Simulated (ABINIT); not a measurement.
# Quasiparticle gap of SiO2 (Quartz) in ABINIT, part 3 of 3

Aim: the G0W0 gap of SiO2 (Quartz) on LDA, step by step.

ABINIT 10.8.3; LDA and many-body steps on it, plane waves. Known limits of the many-body steps: not at the basis limit; coarse k mesh.

So far. Step 3 (Bands along the symmetry lines): The gap is 5.801 eV, as in the run before at this level. Step 4 (Empty states on the mesh, 3×3×2 mesh, 221 bands): On this mesh the gap is 5.801 eV.

### 5. Screening, 3×3×2 mesh, 201 bands, screening to 106.1 eV

The RPA dielectric matrix is built and inverted for each q.

This step: RPA screening on LDA, plane waves, norm-conserving pseudopotentials.

Input file run.abi:

```
acell 3*1.0 Angstrom
rprim 
  4.915799999986 0.000000000003 0.000000000000
  -2.457899999996 4.257207679910 0.000000000000
  0.000000000000 0.000000000000 5.409100000000
ntypat 2
znucl 14 8
natom 9
typat 1 1 1 2 2 2 2 2 2
xred 
  0.530300000000 0.000000000000 0.333333333333
  0.000000000000 0.530300000000 0.666666666667
  0.469700000000 0.469700000000 -0.000000000000
  0.146200000000 0.414200000000 0.881000000000
  0.585800000000 0.732000000000 0.214333333333
  0.268000000000 0.853800000000 0.547666666667
  0.414200000000 0.146200000000 0.119000000000
  0.732000000000 0.585800000000 0.785666666667
  0.853800000000 0.268000000000 0.452333333333
pp_dirpath "pseudos"
pseudos "Si.upf, O.upf"
ecut 36
ngkpt 3 3 2
nshiftk 1
shiftk 0 0 0
kptopt 1
chksymbreak 0
istwfk *1
occopt 1
irdwfk 1
optdriver 3
nband 201
ecuteps 3.9
inclvkb 2
awtr 1
symchi 1
indata_prefix "in"
outdata_prefix "out"
tmpdata_prefix "tmp"
```

Command:

```console
OMP_NUM_THREADS=1 mpirun -n 4 abinit run.abi > log
```

Numbers of over 12 decimals in the logs are rounded to 6 here.

Output:

```text
.Version 10.8.3 of ABINIT. v10.8.2 released Aug 2026.

 Symmetries : space group P3_1 2 1 (#152); Bravais hP (primitive hexag.)
[... echo of the input left out ...]
== DATASET  1 ==================================================================
-   mpi_nproc: 4, omp_nthreads: 1 (-1 if OMP is not activated)

--- !DatasetInfo
iteration_state: {dtset: 1, }
dimensions: {natom: 9, nkpt: 6, mband: 201, nsppol: 1, nspinor: 1, nspden: 1, mpw: 7935, }
cutoff_energies: {ecut:  36.0, pawecutdg:  -1.0, }
electrons: {nelect:   4.80000000E+01, charge:   0.00000000E+00, occopt:   1.00000000E+00, tsmear:   1.00000000E-02, }

 SCREENING: Calculation of the susceptibility and dielectric matrices

 Based on a program developped by R.W. Godby, V. Olevano, G. Onida, and L. Reining.
 Incorporated in ABINIT by V. Olevano, G.-M. Rignanese, and M. Torrent.
.Using double precision arithmetic ; gwpc =  8

[... cell and pseudopotentials left out ...]
--------------------------------------------------------------------------------

 ==== K-mesh for the wavefunctions ====
 Number of points in the irreducible wedge :     6
[... list of points left out ...]
 Together with  6 symmetry operations and time-reversal symmetry
 yields    18 points in the full Brillouin Zone.

 ==== Q-mesh for the screening function ====
 Number of points in the irreducible wedge :     6
[... list of points left out ...]
 Together with  6 symmetry operations and time-reversal symmetry
 yields    18 points in the full Brillouin Zone.

 setmesh: FFT mesh size selected  =    36x   36x   45
          total number of points  =        58320

 vcoul_init : cutoff-mode = AUXILIARY_FUNCTION
 q-points for optical limit:   1
     1)      0.000010    0.000020    0.000030

- screening: taking advantage of time-reversal symmetry
- Maximum band index for partially occupied states nbvw = 24
- Remaining bands to be divided among processors   nbcw = 177
- Number of bands treated by each node ~44

 Number of electrons calculated from density =   48.0000; Expected =   48.0000
 average of density, n =  0.062835
 r_s =    1.5604
 omega_plasma =   24.1800 [eV]

 calculating chi0 at frequencies [eV] :
  1    0.000000E+00    0.000000E+00
  2    0.000000E+00    2.417998E+01

--------------------------------------------------------------------------------
  q-point number  1        q = ( 0.000000, 0.000000, 0.000000) [r.l.u.]
--------------------------------------------------------------------------------
[... chi0 elements left out ...]
 For q-point:  0.000010 0.000020 0.000030
  dielectric constant =   2.3987
  dielectric constant without local fields =   2.5976

  Average fulfillment of the sum rule on Im[epsilon] for q-point    1 :     67.90  [%]
[... wings left out ...]
  q-point number  2        q = ( 0.333333, 0.000000, 0.000000) [r.l.u.]
--------------------------------------------------------------------------------
[... chi0 elements left out ...]
  Average fulfillment of the sum rule on Im[epsilon] for q-point    2 :     73.29  [%]

 [... 4 further q-points ...]
```

Run time: 2 min. Hardware: 4 MPI ranks of Arm Neoverse V1, shared host; peak memory 2.2 GiB.

This step gave:

| Quantity | Value |
| --- | --- |
| ε∞ with local fields, on this mesh, along the program's q direction | 2.399 |
| the same without local fields | 2.598 |
| plasma frequency | 24.18 eV |
| plane waves in the screening matrix | 279 |

Local fields lower ε∞ by 8 %. On a Γ-centred mesh this coarse the value itself is usually too large, while a short band sum pulls it down.

### 6. Self-energy, 3×3×2 mesh, 201 bands, screening to 106.1 eV

The self-energy is evaluated for the states that the input lists, and the levels follow from it, in one-shot runs by the linearised quasiparticle equation.

This step: G0W0 on LDA, plane waves, norm-conserving pseudopotentials.

run.abi: that of step 5 with these lines changed.

```diff
@@ -30,8 +30,25 @@
 irdwfk 1
-optdriver 3
+optdriver 4
 nband 201
+gwcalctyp 0
+ecutsigx 36
+symsigma 1
+nkptgw 6
+kptgw 
+  0.0000000000 0.0000000000 0.0000000000
+  0.3333333333 0.0000000000 0.0000000000
+  0.3333333333 0.3333333333 0.0000000000
+  0.0000000000 0.0000000000 0.5000000000
+  0.3333333333 0.0000000000 0.5000000000
+  0.3333333333 0.3333333333 0.5000000000
+bdgw 
+  7 30
+  7 30
+  7 30
+  7 30
+  7 30
+  7 30
 ecuteps 3.9
-inclvkb 2
-awtr 1
-symchi 1
+irdscr 1
+ppmodel 1
 indata_prefix "in"
```

Output:

```text
.Version 10.8.3 of ABINIT. v10.8.2 released Aug 2026.

 Symmetries : space group P3_1 2 1 (#152); Bravais hP (primitive hexag.)
[... echo of the input left out ...]
== DATASET  1 ==================================================================
-   mpi_nproc: 4, omp_nthreads: 1 (-1 if OMP is not activated)

--- !DatasetInfo
iteration_state: {dtset: 1, }
dimensions: {natom: 9, nkpt: 6, mband: 201, nsppol: 1, nspinor: 1, nspden: 1, mpw: 7935, }
cutoff_energies: {ecut:  36.0, pawecutdg:  -1.0, }
electrons: {nelect:   4.80000000E+01, charge:   0.00000000E+00, occopt:   1.00000000E+00, tsmear:   1.00000000E-02, }

 SIGMA: Calculation of the GW corrections

 Based on a program developped by R.W. Godby, V. Olevano, G. Onida, and L. Reining.
 Incorporated in ABINIT by V. Olevano, G.-M. Rignanese, and M. Torrent.
.Using double precision arithmetic ; gwpc =  8

[... cell and pseudopotentials left out ...]
--------------------------------------------------------------------------------

 ==== K-mesh for the wavefunctions ====
 Number of points in the irreducible wedge :     6
[... list of points left out ...]
 Together with  6 symmetry operations and time-reversal symmetry
 yields    18 points in the full Brillouin Zone.

 ==== Q-mesh for screening function ====
 Number of points in the irreducible wedge :     6
[... list of points left out ...]
 Together with  6 symmetry operations and time-reversal symmetry
 yields    18 points in the full Brillouin Zone.

 vcoul_init : cutoff-mode = AUXILIARY_FUNCTION
 q-points for optical limit:   1
     1)      0.000010    0.000020    0.000030
 setmesh: FFT mesh size selected  =    45x   45x   60
          total number of points  =       121500

 Number of electrons calculated from density =   48.0000; Expected =   48.0000
 average of density, n =  0.062835
 r_s =    1.5604
 omega_plasma =   24.1800 [eV]

 === KS Band Gaps ===
  >>>> For spin  1
   Minimum direct gap =   6.1255 [eV], located at k-point      :   0.0000  0.0000  0.0000
   Fundamental gap    =   5.8014 [eV], Top of valence bands at :   0.3333  0.3333  0.0000
                                       Bottom of conduction at :   0.0000  0.0000  0.0000
 SIGMA fundamental parameters:
 PLASMON POLE MODEL  1
 number of plane-waves for SigmaX                 7935
 number of plane-waves for SigmaC and W            279
 number of plane-waves for wavefunctions          7935
 number of bands                                   201
 number of independent spin polarizations            1
 number of spinorial components                      1
 number of k-points in IBZ                           6
 number of q-points in IBZ                           6
 number of symmetry operations                       6
 number of k-points in BZ                           18
 number of q-points in BZ                           18
 number of frequencies for dSigma/dE                 9
 frequency step for dSigma/dE [eV]                0.25
 number of omega for Sigma on real axis              0
 max omega for Sigma on real axis  [eV]           0.00
 zcut for avoiding poles [eV]                     0.10

 EPSILON^-1 parameters (SCR file):
 dimension of the eps^-1 matrix on file            279
 dimension of the eps^-1 matrix used               279
 number of plane-waves for wavefunctions          7935
 number of bands                                   201
 number of q-points in IBZ                           6
 number of frequencies                               2
 number of real frequencies                          1
 number of imag frequencies                          1

 matrix elements of self-energy operator (all in [eV])

 Perturbative Calculation

--- !SelfEnergy_ee
iteration_state: {dtset: 1, }
kpoint     : [   0.000,    0.000,    0.000, ]
spin       : 1
KS_gap     :    6.125
QP_gap     :    9.121
Delta_QP_KS:    2.995
data: !SigmaeeData |
     Band     E0 <VxcDFT>   SigX SigC(E0)      Z dSigC/dE  Sig(E)    E-E0       E
        7  -8.179 -17.044 -24.273   4.479   0.804  -0.244 -19.255  -2.211 -10.389
        8  -8.179 -17.044 -24.273   4.479   0.804  -0.244 -19.255  -2.211 -10.389
        9  -5.375 -17.816 -24.551   4.245   0.810  -0.235 -19.832  -2.017  -7.392
       10  -5.352 -18.267 -24.837   4.151   0.814  -0.229 -20.235  -1.968  -7.320
       11  -5.183 -17.956 -24.610   4.193   0.812  -0.232 -19.954  -1.998  -7.181
       12  -5.183 -17.956 -24.610   4.193   0.812  -0.232 -19.954  -1.998  -7.181
       13  -2.872 -16.933 -23.353   4.102   0.813  -0.231 -18.816  -1.884  -4.756
       14  -2.872 -16.933 -23.353   4.102   0.813  -0.231 -18.816  -1.884  -4.756
       15  -2.611 -17.272 -23.770   4.184   0.811  -0.234 -19.148  -1.876  -4.487
       16  -2.358 -17.466 -23.806   4.057   0.813  -0.230 -19.322  -1.856  -4.215
[...]
--- !SelfEnergy_ee
iteration_state: {dtset: 1, }
kpoint     : [   0.333,    0.000,    0.000, ]
spin       : 1
KS_gap     :    7.303
QP_gap     :   10.464
Delta_QP_KS:    3.161
data: !SigmaeeData |
     Band     E0 <VxcDFT>   SigX SigC(E0)      Z dSigC/dE  Sig(E)    E-E0       E
[...]
--- !SelfEnergy_ee
iteration_state: {dtset: 1, }
kpoint     : [   0.333,    0.333,    0.000, ]
spin       : 1
KS_gap     :    8.700
QP_gap     :   12.034
Delta_QP_KS:    3.334
data: !SigmaeeData |
     Band     E0 <VxcDFT>   SigX SigC(E0)      Z dSigC/dE  Sig(E)    E-E0       E
[...]
--- !SelfEnergy_ee
iteration_state: {dtset: 1, }
kpoint     : [   0.000,    0.000,    0.500, ]
spin       : 1
KS_gap     :    7.814
QP_gap     :   11.048
Delta_QP_KS:    3.233
data: !SigmaeeData |
     Band     E0 <VxcDFT>   SigX SigC(E0)      Z dSigC/dE  Sig(E)    E-E0       E
[...]
--- !SelfEnergy_ee
iteration_state: {dtset: 1, }
kpoint     : [   0.333,    0.000,    0.500, ]
spin       : 1
KS_gap     :    8.577
QP_gap     :   11.934
Delta_QP_KS:    3.357
data: !SigmaeeData |
     Band     E0 <VxcDFT>   SigX SigC(E0)      Z dSigC/dE  Sig(E)    E-E0       E
[...]
--- !SelfEnergy_ee
iteration_state: {dtset: 1, }
kpoint     : [   0.333,    0.333,    0.500, ]
spin       : 1
KS_gap     :    9.495
QP_gap     :   13.124
Delta_QP_KS:    3.628
data: !SigmaeeData |
     Band     E0 <VxcDFT>   SigX SigC(E0)      Z dSigC/dE  Sig(E)    E-E0       E
[...]
26   9.628 -11.194  -5.766  -3.309   0.864  -0.158  -9.364   1.830  11.458
       27   9.628 -11.194  -5.766  -3.309   0.864  -0.158  -9.364   1.830  11.458
       28   9.975 -11.812  -6.085  -3.546   0.859  -0.164  -9.938   1.874  11.849
       29   9.975 -11.812  -6.085  -3.546   0.859  -0.164  -9.938   1.874  11.849
       30  10.054 -12.332  -6.823  -3.182   0.858  -0.166 -10.335   1.997  12.050

 New Fermi energy :        1.112230E-01 Ha ,    3.026531E+00 eV

 === QP Band Gaps ===
  >>>> For spin  1
   Minimum direct gap =   9.1208 [eV], located at k-point      :   0.0000  0.0000  0.0000
   Fundamental gap    =   8.7424 [eV], Top of valence bands at :   0.3333  0.3333  0.0000
                                       Bottom of conduction at :   0.0000  0.0000  0.0000

== END DATASET(S) ==============================================================
================================================================================

 -outvars: echo values of variables after computation  --------
           etotal      0.0000000000E+00
            nband         201
             nkpt           6
          spgroup         152
 [... the other variables as echoed above ...]

 Calculation completed.
```

It took 4.7 min on 4 MPI ranks; peak memory 2.2 GiB; 19 min of CPU time.

Numbers from this step:

- G0W0 gap on the mesh: 8.743 eV
- starting gap on the mesh: 5.801 eV
- k of the valence top: 0.3333, 0.3333, 0
- k of the conduction bottom: 0, 0, 0
- Z at the valence top: 0.817
- Z at the conduction bottom: 0.87
- least direct G0W0 gap on the computed points: 9.121 eV

The gap on the mesh goes from 5.80 eV to 8.74 eV, a correction of +2.94 eV.

Limits: finite bands, cutoff and mesh; coarse k mesh. v1 is the top filled band, c1 the lowest empty one. The levels before and after the correction (eV, zero at the valence-band top of each column):

```csv
,conduction bottom,valence top
Kohn-Sham,5.80,0.00
G0W0,8.74,0.00
```

```csv
,level,energy (eV)
Kohn-Sham,Γ v3,-0.691
Kohn-Sham,Γ v2-v1,-0.324
Kohn-Sham,Γ c1,5.801
Kohn-Sham,Γ c2-c3,9.038
Kohn-Sham,(0.333 0.333 0) v3-v2,-0.439
Kohn-Sham,(0.333 0.333 0) v1,0.000
Kohn-Sham,(0.333 0.333 0) c1-c2,8.699
Kohn-Sham,(0.333 0.333 0) c3,9.176
G0W0,Γ v3,-0.808
G0W0,Γ v2-v1,-0.378
G0W0,Γ c1,8.743
G0W0,Γ c2-c3,12.295
G0W0,(0.333 0.333 0) v3-v2,-0.502
G0W0,(0.333 0.333 0) v1,0.000
G0W0,(0.333 0.333 0) c1-c2,12.034
G0W0,(0.333 0.333 0) c3,12.544
```

### 7. Where the time went

Times are wall times on 4 MPI ranks of Arm Neoverse V1, shared host, good to a factor of about two.

```csv
step,time,share,memory (GiB)
ground state,76 s,11 %,0.48
bands along the symmetry lines,57 s,8 %,0.47
empty states on the mesh,2.7 min,23 %,0.52
screening,2 min,18 %,2.2
self-energy,4.7 min,40 %,2.2
```

### 8. What came out

- LDA gap: 5.80 eV, indirect
- G0W0 gap on the mesh: 8.74 eV
- GW settings: 3×3×2 mesh, 201 bands, screening to 106.1 eV, Godby-Needs plasmon pole
- known limits: not at the basis limit; coarse k mesh

**Reading.** G0W0 moves the gap on the mesh from 5.80 eV to 8.74 eV (+2.94 eV), with Z of 0.82 and 0.87 at the edges. Local fields lower the RPA ε∞ on this mesh from 2.60 to 2.40; a Γ-centred mesh this coarse tends to raise both, most where the direct gap is narrow, while a short band sum lowers them. The dearest step here is «self-energy». Bands and cutoff are finite, so the gap is not at the basis limit. The miss can reach some tenths of an eV and take either sign; the mesh is an error of its own. The 3×3×2 mesh is coarse for this cell, which bears on the long-range parts of exchange and screening.

[Paths, hosts, dates, memory and timing lines, banners, echoed tables and standing remarks are left out of the program output.]

[Logs are printed without paths, hosts, clocks, repeated set-up lines and the standing remarks that a program may print on its own settings, such as how far it seeks lower states.]

[Runs of the session that timed out or met a known fault of the program may be left out.]

[Hosts, paths, dates, database ids (printed as entryN), source tags and the programs' standing remarks are cut or masked in the printed files.]

[G0W0 gaps are taken among the corrected bands and points alone; a level outside them can change the order at an edge.]

[Where Ansatz stands beside ABINIT at settings called matched, ABINIT's density can come from a denser mesh and the files from another edition; pairs whose starting gaps differed by over 0.03 eV were left out, so agreement reads better than it is.]
